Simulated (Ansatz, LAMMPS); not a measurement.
**Amorphous polyisobutylene (as short chains C22H46), from a frame at 500 K (204 atoms): geometry optimisation**

Wanted: the relaxed structure of amorphous polyisobutylene (as short chains C22H46), from a frame at 500 K (204 atoms) and its electronic structure.

Program: Ansatz 0.2.0. Level of theory: Kohn-Sham DFT, PBE+D4, PAW (set soft_2), plane waves. Results are calculated unless marked as measured.

## 1. The starting structure

The cell holds 204 atoms: 66 C and 138 H. Its edges and angles: a = 12.576 Å, b = 12.576 Å, c = 12.576 Å, α = 90.0°, β = 90.0°, γ = 90.0°. 3 polyisobutylene chains of 5 units with methyl end groups placed at random, at 0.778 g/cm³; overlaps pushed apart, then 20 ps at 800 K with MMFF94 bonds, angles, torsions, charges and radii (Halgren, J. Comput. Chem. 17, 490 (1996)) in harmonic and 12-6 forms. Snapshot after 30 ps at 500 K and fixed volume.

Limits known from the start: The network of contacts between molecules at the start is that of the classical potential that made the cell. The density was typed from a rule of thumb and may lie off the real one at this temperature. Sampling is at Γ alone, for a cell whose shortest periodic width is 13 Å.

## 2. The classical run that made the cell

A classical potential makes the cell, at a small fraction of what the same run would cost in DFT.

This step: classical MD, MMFF94 bonds, angles, torsions, charges and radii (Halgren, J. Comput. Chem. 17, 490 (1996)) in harmonic and 12-6 forms; charges of ions scaled by 0.8 (LAMMPS 22 Jul 2025 - Update 4).

File in.lmp:

```
# amorphous polyisobutylene
units real
atom_style full
boundary p p p
bond_style harmonic
angle_style harmonic
dihedral_style opls
improper_style harmonic
special_bonds lj 0 0 0.5 coul 0 0 0.75
read_data data.lmp
neigh_modify delay 0 every 1 check yes one 4000
comm_modify cutoff 12.0
timestep 0.5
thermo_style custom step time temp pe press density
thermo_modify norm yes
# push overlapping molecules apart
pair_style soft 2.6
pair_coeff * * 0.0
variable a equal ramp(1,60)
fix ad all adapt 1 pair soft a * * v_a
velocity all create 800 302629 mom yes dist gaussian
fix lim all nve/limit 0.03
fix lan all langevin 800 800 50 302630 zero yes
thermo 1000
run 3000 post no
unfix ad
pair_style lj/cut 9.0
pair_modify mix arithmetic tail yes
pair_coeff 1 1 0.0678 3.3680   # C
pair_coeff 2 2 0.0216 2.5400   # H
thermo 100
minimize 1e-5 1e-3 300 3000
reset_timestep 0
velocity all create 800 302631 mom yes dist gaussian
# [... 13 lines left out ...]
compute msd all msd com yes
thermo 7500
fix md all nvt temp 500 500 100
run 30000 post no
print "== T500: mean square displacement over the hold $(c_msd[4]:%.2f) A^2"
unfix md
uncompute msd
write_dump all custom T500.dump id type xs ys zs modify sort id
```

Run with:

```
$ lmp -in in.lmp -log none -nocite
```

Numbers of over 12 decimals in the logs are rounded to 6 here.

Output:

```text
LAMMPS (22 Jul 2025 - Update 4)
Reading data file ...
  orthogonal box = (0 0 0) to (12.57579 12.57579 12.57579)
  204 atoms
  orthogonal box = (0 0 0) to (12.57579 12.57579 12.57579)
  201 bonds
  396 angles
  567 dihedrals
   Step          Time           Temp          PotEng         Press         Density
         0   0              800            1.3111007     -19222.895      0.77800058
      1000   500            605.47785      3.9434051      19934.059      0.77800058
      2000   1000           604.00519      4.2619022      32233.404      0.77800058
      3000   1500           532.10499      4.4102947      32927.788      0.77800058
Loop time of 0.51971 s on 1 MPI rank(s) for 3000 steps with 204 atoms
   Step          Time           Temp          PotEng         Press         Density
      3000   1500           532.10499      3.1089539     -24772.155      0.77800058
      3100   1550           532.10499      0.76376591     8458.2406      0.77800058
[... 12 lines left out ...]
      2000   1000           544.21229      2.5857997      5509.8023      0.77800058
Loop time of 1.06129 s on 1 MPI rank(s) for 2000 steps with 204 atoms
   Step          Time           Temp          PotEng         Press         Density
      2000   1000           544.21229      2.5857997      5509.8023      0.77800058
[... 5 lines left out ...]
Loop time of 12.0199 s on 1 MPI rank(s) for 20000 steps with 204 atoms
   Step          Time           Temp          PotEng         Press         Density
[... 4 lines left out ...]
Loop time of 11.7655 s on 1 MPI rank(s) for 20000 steps with 204 atoms
   Step          Time           Temp          PotEng         Press         Density
[... 2 lines left out ...]
     52500   51500          510.53906      2.0545935      5745.6672      0.77800058
     60000   59000          510.52155      2.0670876      3516.3818      0.77800058
     67500   66500          459.92517      2.0748912     -25.603163      0.77800058
     72000   71000          453.41858      2.2584763      3961.3871      0.77800058
Loop time of 17.2585 s on 1 MPI rank(s) for 30000 steps with 204 atoms
== T500: mean square displacement over the hold 4.91 A^2
```

Run time: 43 s. Hardware: 1 thread of Arm Neoverse V2, shared host; peak memory 0.12 GiB.

The input also reads data.lmp (atoms, bonds and types; not printed here).

## 3. Single point at the start

A single point comes first, to see the forces before anything moves.

File input.yaml:

```yaml
crystal:
  lattice:
    - [12.57579, 0.0, 0.0]
    - [0.0, 12.57579, 0.0]
    - [0.0, 0.0, 12.57579]
  atoms:
    - { symbol: C, position: [0.59311, 0.97725, 0.23099] }
    - { symbol: C, position: [0.62479, 0.94234, 0.11998] }
    - { symbol: C, position: [0.55127, 0.86266, 0.06186] }
    - { symbol: C, position: [0.5896, 0.85732, 0.95204] }
    - { symbol: C, position: [0.56866, 0.75307, 0.11253] }
    - { symbol: C, position: [0.43139, 0.89468, 0.06682] }
    - { symbol: C, position: [0.37792, 0.99311, 0.00838] }
    - { symbol: C, position: [0.44408, 0.09198, 0.01465] }
    - { symbol: C, position: [0.36862, 0.95694, 0.89496] }
    - { symbol: C, position: [0.26913, 0.99356, 0.0669] }
    - { symbol: C, position: [0.18916, 0.08678, 0.04375] }
    - { symbol: C, position: [0.23153, 0.19754, 0.03779] }
    - { symbol: C, position: [0.13475, 0.0598, 0.94043] }
    - { symbol: C, position: [0.11858, 0.10366, 0.1413] }
    - { symbol: C, position: [0.05643, 0.00934, 0.18959] }
    - { symbol: C, position: [0.98317, 0.07251, 0.25473] }
    - { symbol: C, position: [0.98796, 0.93697, 0.11189] }
    - { symbol: C, position: [0.12705, 0.9372, 0.26247] }
    - { symbol: C, position: [0.09157, 0.86503, 0.35822] }
    - { symbol: C, position: [0.07132, 0.93413, 0.45226] }
    - { symbol: C, position: [0.18103, 0.79509, 0.38954] }
    - { symbol: C, position: [0.99574, 0.79738, 0.3309] }
    - { symbol: H, position: [0.56246, 0.91612, 0.28708] }
    - { symbol: H, position: [0.65184, 0.01425, 0.2754] }
    - { symbol: H, position: [0.51776, 0.02456, 0.2258] }
    - { symbol: H, position: [0.63304, 0.0181, 0.07389] }
    - { symbol: H, position: [0.70123, 0.92192, 0.12071] }
    - { symbol: H, position: [0.67853, 0.87213, 0.95293] }
    - { symbol: H, position: [0.56432, 0.92224, 0.89914] }
    - { symbol: H, position: [0.55731, 0.78294, 0.91791] }
    - { symbol: H, position: [0.53305, 0.69324, 0.05939] }
    - { symbol: H, position: [0.54745, 0.74015, 0.19653] }
    [... 166 atom lines left out ...]
    - { symbol: H, position: [0.63791, 0.72476, 0.43985] }
    - { symbol: H, position: [0.71048, 0.66434, 0.54612] }
    - { symbol: H, position: [0.58664, 0.60646, 0.49497] }
    - { symbol: H, position: [0.42089, 0.85912, 0.58417] }
    - { symbol: H, position: [0.41055, 0.76855, 0.48566] }
    - { symbol: H, position: [0.52051, 0.86023, 0.47998] }
kpoints:
  mp_grid: { grid: [1, 1, 1] }
hamiltonian:
  xc: pbe
  dispersion: d4
scf:
  occupations: { method: fixed }
output:
  forces: true
  stress: true
  populations: true
  dos:
    method: { smearing: { sigma: 0.15 } }
    de: 0.1
    projected: { site_lists: { C: [C], H: [H] } }
  eigenvalues: true
```

Run with:

```
$ ansatz run input.yaml --threads 4 --pin off --max-ram 8192MiB --backend cpu --events-out ev --progress --plain --runs-dir out
```

Output:

```text
Engine: ansatz 0.2.0, aarch64-unknown-linux-gnu
Pseudopotentials: kind: paw
Pseudopotential: C, paw, valence charge 4, recommended cutoff 420 eV (normal), C.paw.azcp
Pseudopotential: H, paw, valence charge 1, recommended cutoff 420 eV (normal), H.paw.azcp
[... 5 lines on functional and potentials left out ...]
Crystal: 204 atoms, lattice volume = 1988.867 Å³
Basis set: ecut = 420 eV, 38911 PW (Γ), exchange–correlation on 180×180×180 points (8 copies of the dense FFT grid, shifted against one another)
Bands: 405, of which v1, the nominal top of the filled ones, is band 201 counted from 1 (200 counted from 0)
Symmetry: 1 space group operations
Space group: P1 (ITA 1), of the structure as read, at distance tolerance 1.3e-4 Å
k-points: 1
[... 5 lines on functional and potentials left out ...]
Initial density: superposition of atomic densities (neutral atoms: chi_scale 0, normalization atom), corrected by the library's trained network
Initial wavefunctions: pseudopotential atomic-orbital guess
Functional: x = pbe(κ = 0.804, μ = 0.219515), c = pbe(β = 0.066725)
SCF iter   1: F=—  HF=-18780.521721 eV  |F-HF|=—  |Δ(HF+E_count)|=         —  Δρ=4.46e-3  dr2=4.16e-1  ethr=1.77e-3  ⟨swp⟩=4.0  Hψ=1401  notcnv=0  defer=198
preconditioner: auto → Resta (q_TF=auto, 2.090 Å⁻¹)  ε∞=2.2  [insulator: Δε(μ)=4.533 eV  Ē_g=15.420 eV  n_scr=304 (ndim 8)  ℏωp=16.7 eV  f_vac=0.284  ε∞_Penn≈2.2]
SCF iter   2: F=—  HF=-18780.502912 eV  |F-HF|=—  |Δ(HF+E_count)|=   1.88e-2  Δρ=1.85e-3  dr2=7.79e-2  ethr=1.03e-4  ⟨swp⟩=3.0  Hψ=669  notcnv=0  defer=202
SCF iter   3: F=—  HF=-18780.534556 eV  |F-HF|=—  |Δ(HF+E_count)|=   3.16e-2  Δρ=6.89e-4  dr2=1.32e-2  ethr=1.94e-5  ⟨swp⟩=3.0  Hψ=346  notcnv=0  defer=202
SCF iter   4: F=—  HF=-18780.541930 eV  |F-HF|=—  |Δ(HF+E_count)|=   7.37e-3  Δρ=1.79e-4  dr2=1.07e-3  ethr=3.28e-6  ⟨swp⟩=3.0  Hψ=413  notcnv=0  defer=202
SCF iter   5: F=—  HF=-18780.542390 eV  |F-HF|=—  |Δ(HF+E_count)|=   4.60e-4  Δρ=7.31e-5  dr2=1.60e-4  ethr=2.67e-7  ⟨swp⟩=3.0  Hψ=405  notcnv=0  defer=202
SCF iter   6: F=—  HF=-18780.542313 eV  |F-HF|=—  |Δ(HF+E_count)|=   7.77e-5  Δρ=2.17e-5  dr2=1.35e-5  ethr=3.99e-8  ⟨swp⟩=2.0  Hψ=410  notcnv=0  defer=202
SCF iter   7: F=—  HF=-18780.542406 eV  |F-HF|=—  |Δ(HF+E_count)|=   9.39e-5  Δρ=6.52e-6  dr2=1.44e-6  ethr=3.35e-9  ⟨swp⟩=2.0  Hψ=600  notcnv=0  defer=202
SCF iter   8: F=—  HF=-18780.542406 eV  |F-HF|=—  |Δ(HF+E_count)|=   1.12e-8  Δρ=3.23e-6  dr2=2.92e-7  ethr=3.59e-10  ⟨swp⟩=2.0  Hψ=411  notcnv=0  defer=202
SCF iter   9: F=-18780.542407 eV  HF=-18780.542407 eV  |F-HF|=2.76e-8  |Δ(HF+E_count)|=   8.70e-8  Δρ=7.45e-7  dr2=1.72e-8  ethr=2.49e-11  ⟨swp⟩=18.0  Hψ=3048  notcnv=0
SCF 1 converged in 9 iterations: F = -18780.542407 eV  dr2 = 1.72e-8
  greatest PAW one-centre occupation: 0.678 electrons in one spin orbital (limit 2), on the C atom at site 155 (counted from 0), in its partial waves of l = 0
SCF converged after 9 iterations
Free energy (F): -18780.542407 eV
Harris-Foulkes:  -18780.542407 eV  (|F-HF|=2.76e-8)
Internal energy: -18780.542407 eV  (E = F + TS)
E sigma→0 (E₀):  -18780.542407 eV
Fermi energy:    -1.557207 eV
--- Per-component energies (eV) ---
  E_band       = -2933.318986
  E_kinetic    = 8012.276643
  E_local      = -30041.760476  (includes V_loc(G=0)·N_el)
  E_nonlocal   = 2024.388539
  E_hartree    = 11602.284205
  E_xc         = -4454.643119
  E_vxc        = -5581.501341  (∫ρ·V_xc dr)
  E_paw        = -6638.826708  (= ΣΔE_a)
  E_vpaw       = -551.097396  (= ΣTr[D̂ρ^β])
  E_aug_tail   = -0.192098  (compensation charges beyond the density's cutoff)
  E_ewald      = 725.162469
  E_disp       = -9.231863  (pairwise vdW)
  E_smearing   = -0.000000  (= −TS)
  E_closure    = -0.000000  (closes the sum)
  Σ components = -18780.542407   (vs F -18780.542407, Δ=0.00e0)
--- Forces (eV/Å), atoms counted from 1 ---
  atom   1  C     -3.31353658    -1.15342999    -0.25615074
  atom   2  C     -3.57787156     2.55390169     0.16608991
  atom   3  C     -0.19230075     1.85720327     1.93747647
  atom   4  C      1.27099800     0.28601503    -1.71992662
  atom   5  C      0.18898575     0.10363176    -0.14558912
  atom   6  C      1.66729725     0.47093512    -0.41672057
  atom   7  C      0.52071105    -2.70121275     0.17715821
  atom   8  C      1.61946374    -1.50581725    -0.25433567
  atom   9  C     -2.04781367     2.08027990    -1.14359871
  atom  10  C      1.28243203     3.37642192    -2.27457709
  atom  11  C      1.64391682    -1.01116780     0.23034954
  atom  12  C      2.68060126     0.82388062    -0.65343527
  atom  13  C     -1.41935844    -1.37922338    -0.03476237
  atom  14  C     -0.97412151    -2.10189035    -2.25370769
[...]
atom 203  H     -0.16357291    -0.90252117    -0.57493058
  atom 204  H     -1.31318958     0.16636461     0.01476944
  max |Σ_I F_I| component: 4.57e-5 eV/Å
--- Stress (GPa, compression-positive) ---
        2.599504      -0.353543      -0.586773
       -0.353543       2.016774      -0.145514
       -0.586773      -0.145514       2.892465
  P = ⅓ Tr σ = 2.5029 GPa (25.029 kbar)
--- Band table (eV) ---
  k-point 0: bands = ["-17.0049", "-16.8356", "-16.6421", "-16.6270", [... 389 levels ...], "11.0096", "11.0606", "11.0905", "11.0998", "11.1256", "11.1518", "11.2014", "11.2347", "11.2624", "11.2799", "11.3078", "11.3121"]
--- Löwdin populations: 204 sites ---
  site symbol       q [e]
     0      C      4.4697
     1      C      4.3059
     2      C      3.9045
[...]
203      H      0.8468
  spilling = 0.010919 (of n_electrons = 402.000000)
```

The job ended after 36 s (4 threads of Arm Neoverse V2, shared host; peak memory 2.5 GiB).

Reading the cycles: dr2 is the Hartree energy of the density residual (eV), the measure of convergence; HF is the Harris–Foulkes estimate of the energy, which meets the free energy F at convergence.

The run gave:

```yaml
free_energy: -18780.5424 eV
free_energy_per_atom: -92.0615 eV/atom
scf_cycles: 9
pressure: 2.503 GPa
r_m_s_force_component: 1.114 eV/Å
longest_force: 6.226 eV/Å
fermi_energy: -1.557 eV
spacing_of_highest_filled_and_lowest_empty_level: 4.536 eV
spilling_of_the_projection: 0.01092
```

The r.m.s. force component of 1.1 eV/Å and the pressure of 2.5 GPa set the starting point.

Length of the force by element:

```tsv
element	coordination	atoms	mean length of the force (eV/Å)	spread	least	most
C	all	66	2.35	1.19	0.260	6.23
H	all	138	1.27	0.751	0.218	4.69
```

(Part 1 of 3 ends here.)

[Logs are printed without paths, hosts, clocks, repeated set-up lines and the standing remarks that a program may print on its own settings, such as how far it seeks lower states.]

[Hosts, paths, dates, database ids (printed as entryN), source tags and the programs' standing remarks are cut or masked in the printed files.]

[The MMFF94 radii named for the starting cell were scaled by 0.96; in molecules described by MMFF94, hydrogen bound to N, O or S took a small fixed 12-6 site in their place.]
